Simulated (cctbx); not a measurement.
# Which space group?

Cell: a = 8.5070 Å, b = 7.0050 Å, c = 9.0040 Å, α = 90.00°, β = 90.00°, γ = 90.00°. Expected content of the cell: Zn20 Sc12.

The data are simulated with cctbx, not measured: synchrotron X-rays, λ = 0.6889 Å, to d = 0.84 Å, 95 % of the full sphere, strongest reflection 5000 counts, noise from counting, a 2 % proportional error and a noise floor of 15 counts (s.d.); no absorption, some extinction.

Tests on the unmerged data give:

```text
3591 reflections to d = 0.840 A
centring   violations  <I/sigma> of those
    A        407 of  1796      3.3
    B        407 of  1809      3.3
    C          0 of  1781      0.0
    I        453 of  1785      3.2
    R        592 of  2389      3.5
    F        407 of  2693      2.2
Laue class    unique    Rint  (classes that these axes allow; Friedel mates merged)
C 1 2/m 1         522   0.063
C 2/m 1 1         518   0.063
C m m m           300   0.068
space group    extra absences  I>4sigma  <I/sigma>
C 2 2 21               10          0       0.0  acentric
C 2 2 2                 0          0         -  acentric
C m m 2                 0          0         -  acentric
C m c 21               74          0      -0.1  acentric
C 2 m m                 0          0         -  acentric
C m 2 m                 0          0         -  acentric
C 2 c m                74          0      -0.1  acentric
C m c m                74          0      -0.1  centric
C m m m                 0          0         -  centric
Wilson B = 0.20 A^2   <|E^2-1|> = 0.935 (0.968 centric, 0.736 acentric)   E^2>4: 2.6 %
shell (A)         n   <I/sigma>
 9.00 - 1.68     46     18.4
 1.68 - 1.33     37     18.0
 1.33 - 1.17     35     20.7
 1.17 - 1.06     38     16.1
 1.06 - 0.98     39     12.8
 0.98 - 0.93     31      9.4
 0.93 - 0.88     30     10.0
 0.88 - 0.84     44     14.4
```

Q: Read the symmetry from these tables.

The reflections that C centring forbids are absent (⟨I/σ⟩ near 0), so the lattice is C.

Rint stays low (0.063 to 0.068) up to C m m m, the highest class in these axes.

9 settings pass the absence test. The most absences obeyed, 74, belong to C m c 21, C 2 c m and C m c m, which absences can't tell apart.

⟨|E²−1|⟩ = 0.935 leans to a centrosymmetric structure. The Wilson B of 0.20 Å² means U ≈ 0.0025 Å².

The true group is Cmcm (no. 63), Laue class mmm, centrosymmetric. The tables only narrow the choice to the tied entries; cell content, site symmetry and trial solutions must settle it.

The model is made up (kin elements in a known structure type, no relaxation), so it says nothing on whether the phase exists.

[Logs are printed without paths, hosts, clocks, repeated set-up lines and the standing remarks that a program may print on its own settings, such as how far it seeks lower states.]
